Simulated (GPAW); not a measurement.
**The basis that the transmission of furan-2,5-dithiol between two Al chains needs**

Wanted: the zero-bias transmission of furan-2,5-dithiol between two Al chains on a ladder of levels, with run times.

Main program and level: GPAW 26.7.0; GPAW LCAO, PAW setups; Landauer transmission from Green's functions with principal layers (ASE), zero bias.

## Step 1: The starting structure

The cell holds 21 atoms: 12 Al, 2 S, 4 C, 2 H and 1 O. Its edges and angles: a = 13.546 Å, b = 9.000 Å, c = 35.523 Å, α = 90.0°, β = 90.0°, γ = 90.0°. Regions: left lead, 6 atoms (6 Al); channel, 9 atoms (2 S, 4 C, 2 H and 1 O); right lead, 6 atoms (6 Al). Vacuum lies along a and b. The structure is stacked along c, and the current runs across the ab planes.

## Step 2: Double-zeta polarised basis

Localised orbitals split the wire into layers that couple to their neighbours alone, which is what the Green's function method needs; double zeta with polarisation is the usual level for numbers.

File run.py:

```python
import json
import numpy as np
from ase import Atoms
from ase.transport.calculators import TransportCalculator
from gpaw import GPAW, FermiDirac
from gpaw.lcao.tools import get_lcao_hamiltonian
from scipy.linalg import eigh

# The junction with lead layers at both ends, along the third cell vector
device = Atoms(
    ['Al', 'Al', 'Al', 'Al', 'Al', 'Al', 'S', 'C', 'H', 'C', 'O', 'C', 'C', 'H', 'S', 'Al', 'Al', 'Al', 'Al', 'Al', 'Al'],
    positions=[
        [6.77287, 4.50000, 1.20000],
        [6.77287, 4.50000, 3.60000],
        [6.77287, 4.50000, 6.00000],
        [6.77287, 4.50000, 8.40000],
        [6.77287, 4.50000, 10.80000],
        [6.77287, 4.50000, 13.20000],
        [8.01970, 4.50001, 15.01257],
        [8.14181, 4.50001, 16.74575],
        [10.29573, 4.50001, 17.17035],
        [9.27582, 4.50001, 17.52911],
        [7.03750, 4.50001, 17.54393],
        [7.45716, 4.50000, 18.84182],
        [8.83647, 4.50000, 18.87623],
        [9.45494, 4.49999, 19.76262],
        [6.33092, 4.50000, 20.16834],
        [6.77287, 4.50000, 22.32350],
        [6.77287, 4.50000, 24.72350],
        [6.77287, 4.50000, 27.12350],
        [6.77287, 4.50000, 29.52350],
        [6.77287, 4.50000, 31.92350],
        [6.77287, 4.50000, 34.32350]],
    cell=[[13.54573, 0.0, 0.0], [0.0, 9.0, 0.0], [0.0, 0.0, 35.5235]],
    pbc=True)

# One principal layer of the lead: the first 4 atoms of the device
lead = Atoms(
    ['Al', 'Al', 'Al', 'Al'],
    positions=[
        [6.77287, 4.50000, 1.20000],
        [6.77287, 4.50000, 3.60000],
        [6.77287, 4.50000, 6.00000],
        [6.77287, 4.50000, 8.40000]],
    cell=[[13.54573, 0.0, 0.0], [0.0, 9.0, 0.0], [0.0, 0.0, 9.6]],
    pbc=True)

settings = dict(mode='lcao', basis='dzp', xc='PBE', h=0.18,
                occupations=FermiDirac(0.1), maxiter=250,
                mixer=dict(beta=0.1, nmaxold=8, weight=100.0),
                convergence=dict(density=0.0001))
energies = np.arange(-2, 2 + 1e-9, 0.05)
eta = 0.0001
n1, n2 = 1, 1
# k and -k transmit alike, so half of the mesh across the current serves
mesh = [(i, j) for i in range(n1) for j in range(n2) if (i, j) <= (-i % n1, -j % n2)]
weights = np.array([1 if (i, j) == (-i % n1, -j % n2) else 2 for i, j in mesh]) / (n1 * n2)

# [... helper functions left out ...]
fermi_lead = ground_state(lead, (1, 1, 12), 'lead.txt')
fermi_device = ground_state(device, (1, 1, 2), 'device.txt')
# [... loop over the mesh left out, but for ...]
        # Shift the lead onto the potential of the device's first layer
        shift = ((H[:, 0, 0] - H0[:, 0, 0]) / S0[0, 0]).real.mean()
# [...]
kT = 8.617333e-5 * 500
bias = [0.1, 0.2, 0.5, 1.0, 1.5, 2.0]
# [... integrals and printing left out ...]
```

On the command line:

```sh
$ OMP_NUM_THREADS=1 OPENBLAS_NUM_THREADS=1 python run.py
```

Log:

```text
basis functions: device 257, principal layer 52
Fermi level: lead -3.4800 eV, device -3.3191 eV; lead shifted by -0.0087 eV
largest coupling past the next layer 1.20e-15 eV, largest misfit of the first layer 0.049 eV
  E-E_F (eV)   T (one spin)  channels
    -2.000    2.4938e-05    1.0000
    -1.950    1.8481e-05    1.0000
    -1.900    1.3586e-05    1.0000
    -1.850    9.8958e-06    1.0000
    -1.800    7.1341e-06    1.0000
    -1.750    5.0837e-06    1.0000
    -1.700    3.5753e-06    1.0000
    -1.650    2.4766e-06    1.0000
    -1.600    1.6849e-06    1.0000
    -1.550    1.1204e-06    1.0000
    -1.500    7.2153e-07    1.0000
    -1.450    4.4106e-07    1.0000
    -1.400    2.4278e-07    1.0000
    -1.350    9.8840e-08    1.0000
    -1.300    3.8158e-13    0.0000
    -1.250    6.3577e-15    0.0000
[...]
1.650    2.0998e-01    3.0000
     1.700    2.1809e-01    3.0000
     1.750    2.2686e-01    3.0000
     1.800    2.3636e-01    3.0000
     1.850    2.4665e-01    3.0000
     1.900    2.5781e-01    3.0000
     1.950    2.6994e-01    3.0000
     2.000    2.8316e-01    3.0000
conductance at 500 K: 0.15338 G0 a cell; thermopower -0.3823 uV/K
current from the zero-bias T(E) at 0.1 V: 1.1825 uA
current from the zero-bias T(E) at 0.2 V: 2.3305 uA
current from the zero-bias T(E) at 0.5 V: 5.316 uA
current from the zero-bias T(E) at 1.0 V: 8.3903 uA
current from the zero-bias T(E) at 1.5 V: 11.243 uA
current from the zero-bias T(E) at 2.0 V: 13.427 uA
```

Wall time 2.8 min (1 thread of Intel Xeon Platinum 8488C (Sapphire Rapids), shared host); peak memory 2.2 GiB.

This step gave:

```yaml
conductance: 0.1534 G₀
largest_coupling_past_the_next_principal_layer: 1.20e-15 eV
largest_misfit_of_the_first_principal_layer: 0.04855 eV
shift_that_aligns_the_lead: -0.008743 eV
basis_functions_of_the_junction: 257
basis_functions_of_a_principal_layer: 52
transmission_at_the_fermi_level_one_spin: 0.1599
open_channels_of_the_lead_at_the_fermi_level_one_spin: 2
```

One spin. The transmission, zone mean by energy, zero at the Fermi level:

```
energy (eV)  transmission, zone mean
      -2.00                   2.5e-5
      -1.85                   9.9e-6
      -1.70                   3.6e-6
      -1.60                   1.7e-6
      -1.45                   4.4e-7
      -1.30                        0
      -1.15                        0
      -1.05                        0
      -0.90                        0
      -0.75                        0
      -0.60                        0
      -0.50                  2.8e-12
      -0.35                   0.0730
      -0.20                    0.122
      -0.05                    0.157
       0.00                    0.160
       0.05                    0.157
       0.20                    0.127
       0.35                   0.0955
       0.50                    0.132
       0.60                    0.145
       0.70                    0.277
       0.75                   0.0733
       0.90                   0.0950
       1.05                    0.147
       1.15                    0.156
       1.30                    0.168
       1.45                    0.183
       1.60                    0.203
       1.70                    0.218
       1.85                    0.247
       2.00                    0.283
```

Crossings of the lead's bands, unfolded to its shortest repeat. Open channels, zone mean against energy, zero at the Fermi level:

```
energy (eV)  open channels, zone mean
      -2.00                         1
      -1.90                         1
      -1.80                         1
      -1.70                         1
      -1.55                         1
      -1.45                         1
      -1.35                         1
      -1.25                         0
      -1.15                         0
      -1.05                         0
      -0.90                         0
      -0.80                         0
      -0.70                         0
      -0.60                         0
      -0.50                         0
      -0.40                         2
      -0.25                         2
      -0.15                         2
      -0.05                         2
       0.00                         2
       0.05                         2
       0.15                         2
       0.25                         2
       0.40                         2
       0.50                         2
       0.60                         2
       0.70                         2
       0.80                         2
       0.90                         2
       1.05                         3
       1.15                         3
       1.25                         3
       1.35                         3
       1.45                         3
       1.55                         3
       1.70                         3
       1.80                         3
       1.90                         3
       2.00                         3
```

Not self-consistent under bias; the bias window is split evenly. Table of current through one cell, from the zero-bias transmission by bias:

```
bias (V)  current through one cell, from the zero-bias transmission (μA)
   0.100                                                            1.18
   0.200                                                            2.33
   0.500                                                            5.32
   1.000                                                            8.39
   1.500                                                            11.2
   2.000                                                            13.4
```

Transmission of the three most open eigenchannels against energy, zero at the Fermi level:

```
energy (eV)  channel 1  channel 2  channel 3
     -2.000     2.5e-5          0          0
     -1.800     7.1e-6          0          0
     -1.600     1.7e-6          0          0
     -1.400     2.4e-7          0          0
     -1.200          0          0          0
     -1.000          0          0          0
     -0.800          0          0          0
     -0.600          0          0          0
     -0.400     0.0132    0.00519          0
     -0.200      0.105     0.0172          0
      0.000      0.143     0.0169          0
      0.200      0.121    0.00602    3.2e-12
      0.400     0.0891    0.00619    6.5e-11
      0.600     0.0742     0.0704    5.8e-11
      0.800     0.0702     0.0118     2.3e-9
      1.000     0.0716     0.0685     5.8e-4
      1.200     0.0826     0.0765     9.1e-4
      1.400     0.0917     0.0852    0.00104
      1.600      0.102     0.0996    0.00112
      1.800      0.123      0.113    0.00119
      2.000      0.159      0.123    0.00125
```

Couplings past the next layer reach 1.2e-15 eV, small enough to drop; the matrix elements of the cell's first layer differ from the bulk lead's by up to 0.049 eV. That layer keeps its own values in the calculation, and only beyond it is the lead taken as perfect. The Fermi levels of lead and junction count from different zeros of potential, one for each periodic cell; with both set to zero, the small remaining shift is what aligns them. By hand: G = 0.1534 × 77.48 μS = 11.9 μS, a resistance of 84.1 kΩ; at 0.1 V a linear junction would pass 1.19 μA, and the integral over the bias window gives 1.18 μA.

## Step 3: Single-zeta polarised basis

The second zeta is dropped, the polarisation orbitals stay.

run.py, as its differences from that of step 2:

```diff
@@ -47,3 +47,3 @@
 
-settings = dict(mode='lcao', basis='dzp', xc='PBE', h=0.18,
+settings = dict(mode='lcao', basis='szp(dzp)', xc='PBE', h=0.18,
                 occupations=FermiDirac(0.1), maxiter=250,
```

Log:

```text
basis functions: device 179, principal layer 36
Fermi level: lead -3.9743 eV, device -3.8795 eV; lead shifted by -0.0094 eV
largest coupling past the next layer 1.13e-15 eV, largest misfit of the first layer 0.049 eV
  E-E_F (eV)   T (one spin)  channels
    -2.000    7.3361e-05    1.0000
    -1.950    5.5860e-05    1.0000
    -1.900    4.2194e-05    1.0000
    -1.850    3.1554e-05    1.0000
    -1.800    2.3302e-05    1.0000
    -1.750    1.6935e-05    1.0000
    -1.700    1.2054e-05    1.0000
    -1.650    8.3419e-06    1.0000
    -1.600    5.5453e-06    1.0000
    -1.550    3.4620e-06    1.0000
    -1.500    1.9301e-06    1.0000
    -1.450    8.2022e-07    1.0000
    -1.400    2.9019e-08    1.0000
    -1.350    8.9245e-14    0.0000
    -1.300    1.7793e-14    0.0000
    -1.250    6.0479e-15    0.0000
[...]
1.650    2.9075e-01    3.0000
     1.700    3.1008e-01    3.0000
     1.750    3.3174e-01    3.0000
     1.800    3.5609e-01    3.0000
     1.850    3.8351e-01    3.0000
     1.900    4.1445e-01    3.0000
     1.950    4.4942e-01    3.0000
     2.000    4.8900e-01    3.0000
conductance at 500 K: 0.12683 G0 a cell; thermopower -3.345 uV/K
current from the zero-bias T(E) at 0.1 V: 0.97723 uA
current from the zero-bias T(E) at 0.2 V: 1.9228 uA
current from the zero-bias T(E) at 0.5 V: 4.3667 uA
current from the zero-bias T(E) at 1.0 V: 7.9681 uA
current from the zero-bias T(E) at 1.5 V: 11.326 uA
current from the zero-bias T(E) at 2.0 V: 14 uA
```

Elapsed: 2.5 min, on 1 thread; peak memory 2.2 GiB.

This step gave:

```
conductance                                    : 0.1268 G₀
thermopower                                    : -3.345 μV/K
largest coupling past the next principal layer : 1.13e-15 eV
largest misfit of the first principal layer    : 0.04876 eV
shift that aligns the lead                     : -0.009378 eV
basis functions of the junction                : 179
basis functions of a principal layer           : 36
transmission at the Fermi level (one spin)     : 0.1329
```

One spin. Table of transmission, zone mean by energy, zero at the Fermi level:

```
energy (eV)  transmission, zone mean
      -2.00                   7.3e-5
      -1.90                   4.2e-5
      -1.80                   2.3e-5
      -1.70                   1.2e-5
      -1.55                   3.5e-6
      -1.45                   8.2e-7
      -1.35                        0
      -1.25                        0
      -1.15                        0
      -1.05                        0
      -0.90                        0
      -0.80                        0
      -0.70                        0
      -0.60                        0
      -0.50                        0
      -0.40                  6.5e-10
      -0.25                   0.0799
      -0.15                    0.107
      -0.05                    0.129
       0.00                    0.133
       0.05                    0.132
       0.15                    0.117
       0.25                   0.0939
       0.40                    0.161
       0.50                    0.215
       0.55                    0.573
       0.60                    0.133
       0.70                   0.0764
       0.80                    0.130
       0.90                    0.148
       1.05                    0.166
       1.15                    0.178
       1.25                    0.193
       1.35                    0.210
       1.45                    0.232
       1.55                    0.258
       1.70                    0.310
       1.80                    0.356
       1.90                    0.414
       2.00                    0.489
```

Crossings of the lead's bands, unfolded to its shortest repeat. The open channels, zone mean by energy, zero at the Fermi level:

```
energy (eV)  open channels, zone mean
     -2.000                         1
     -1.800                         1
     -1.600                         1
     -1.400                         1
     -1.200                         0
     -1.000                         0
     -0.800                         0
     -0.600                         0
     -0.400                         0
     -0.200                         2
      0.000                         2
      0.200                         2
      0.400                         2
      0.600                         2
      0.800                         3
      1.000                         3
      1.200                         3
      1.400                         3
      1.600                         3
      1.800                         3
      2.000                         3
```

Not self-consistent under bias; the bias window is split evenly. Current through one cell, from the zero-bias transmission against bias:

```
bias (V)  current through one cell, from the zero-bias transmission (μA)
   0.100                                                           0.977
   0.200                                                            1.92
   0.500                                                            4.37
   1.000                                                            7.97
   1.500                                                            11.3
   2.000                                                            14.0
```

The transmission of the three most open eigenchannels by energy, zero at the Fermi level:

```
energy (eV)  channel 1  channel 2  channel 3
     -2.000     7.3e-5          0          0
     -1.800     2.3e-5          0          0
     -1.600     5.5e-6          0          0
     -1.400     2.9e-8          0          0
     -1.200          0          0          0
     -1.000          0          0          0
     -0.800          0          0          0
     -0.600          0          0          0
     -0.400    5.0e-10    1.6e-10          0
     -0.200     0.0748     0.0188          0
      0.000      0.112     0.0212          0
      0.200     0.0998    0.00567    3.3e-11
      0.400     0.0830     0.0781    6.8e-11
      0.600     0.0706     0.0622     1.8e-9
      0.800     0.0733     0.0560     4.2e-4
      1.000     0.0825     0.0765     7.4e-4
      1.200     0.0980     0.0863     8.6e-4
      1.400      0.123     0.0965     9.4e-4
      1.600      0.164      0.108    0.00101
      1.800      0.235      0.120    0.00107
      2.000      0.356      0.132    0.00113
```

The conductance, 0.127 G₀, lies 17 % below that of the dzp run.

## Step 4: Minimal basis

The minimal basis is the cheapest rung: no second zeta and no polarisation.

run.py, as its differences from that of step 3:

```diff
@@ -47,3 +47,3 @@
 
-settings = dict(mode='lcao', basis='szp(dzp)', xc='PBE', h=0.18,
+settings = dict(mode='lcao', basis='sz(dzp)', xc='PBE', h=0.18,
                 occupations=FermiDirac(0.1), maxiter=250,
```

Log:

```text
basis functions: device 78, principal layer 16
Fermi level: lead -4.2406 eV, device -4.1399 eV; lead shifted by 0.0015 eV
largest coupling past the next layer 1.05e-15 eV, largest misfit of the first layer 0.043 eV
  E-E_F (eV)   T (one spin)  channels
    -2.000    3.6326e-05    1.0000
    -1.950    2.4276e-05    1.0000
    -1.900    1.5416e-05    1.0000
[...]
1.950    2.7795e-01    3.0000
     2.000    2.9681e-01    3.0000
conductance at 500 K: 0.12914 G0 a cell; thermopower -0.8362 uV/K
current from the zero-bias T(E) at 0.1 V: 0.99487 uA
current from the zero-bias T(E) at 0.2 V: 1.9574 uA
current from the zero-bias T(E) at 0.5 V: 4.4951 uA
current from the zero-bias T(E) at 1.0 V: 8.4501 uA
current from the zero-bias T(E) at 1.5 V: 10.606 uA
current from the zero-bias T(E) at 2.0 V: 12.872 uA
```

Elapsed: 2 min, on 1 thread; peak memory 2 GiB.

Numbers from this step:

```yaml
conductance: 0.1291 G₀
largest_coupling_past_the_next_principal_layer: 1.05e-15 eV
largest_misfit_of_the_first_principal_layer: 0.04324 eV
shift_that_aligns_the_lead: 0.001465 eV
basis_functions_of_the_junction: 78
basis_functions_of_a_principal_layer: 16
transmission_at_the_fermi_level_one_spin: 0.1355
```

The conductance, 0.129 G₀, lies 16 % below that of the dzp run.

## Step 5: LDA in the dzp basis: xc = "LDA"

Back in the dzp basis, the functional changes from PBE to LDA, to set the spread between functionals beside that between bases.

run.py, as its differences from that of step 4:

```diff
@@ -47,3 +47,3 @@
 
-settings = dict(mode='lcao', basis='sz(dzp)', xc='PBE', h=0.18,
+settings = dict(mode='lcao', basis='dzp', xc='LDA', h=0.18,
                 occupations=FermiDirac(0.1), maxiter=250,
```

Log:

```text
basis functions: device 257, principal layer 52
Fermi level: lead -3.6099 eV, device -3.4561 eV; lead shifted by -0.0095 eV
largest coupling past the next layer 1.11e-15 eV, largest misfit of the first layer 0.047 eV
  E-E_F (eV)   T (one spin)  channels
    -2.000    2.8681e-05    1.0000
    -1.950    2.1539e-05    1.0000
    -1.900    1.6067e-05    1.0000
[...]
1.950    2.8751e-01    3.0000
     2.000    3.0260e-01    3.0000
conductance at 500 K: 0.15883 G0 a cell; thermopower -0.9454 uV/K
current from the zero-bias T(E) at 0.1 V: 1.2242 uA
current from the zero-bias T(E) at 0.2 V: 2.4111 uA
current from the zero-bias T(E) at 0.5 V: 5.4858 uA
current from the zero-bias T(E) at 1.0 V: 8.9588 uA
current from the zero-bias T(E) at 1.5 V: 12.331 uA
current from the zero-bias T(E) at 2.0 V: 14.869 uA
```

Run time: 2.3 min. Hardware: 1 thread; peak memory 2.2 GiB.

Numbers from this step:

| Quantity | Value |
| --- | --- |
| conductance | 0.1588 G₀ |
| largest coupling past the next principal layer | 1.11e-15 eV |
| largest misfit of the first principal layer | 0.04706 eV |
| shift that aligns the lead | -0.009509 eV |
| basis functions of the junction | 257 |
| basis functions of a principal layer | 52 |
| transmission at the Fermi level (one spin) | 0.1659 |

The conductance, 0.159 G₀, lies 3.6 % above that of the dzp run.

## Step 6: Cost and result by level

Times are for 1 thread of Intel Xeon Platinum 8488C (Sapphire Rapids), shared host. The series side by side:

```
no.      run  conductance (G₀)     time  memory (GiB)
  1      dzp            0.1534  2.8 min           2.2
  2      szp            0.1268  2.5 min           2.2
  3       sz            0.1291    2 min           2.0
  4  dzp LDA            0.1588  2.3 min           2.2
```

(Continued in part 2 of 2.)

[Logs are printed without paths, hosts, clocks, repeated set-up lines and the standing remarks that a program may print on its own settings, such as how far it seeks lower states.]

[Hosts, paths, dates, database ids (printed as entryN), source tags and the programs' standing remarks are cut or masked in the printed files.]
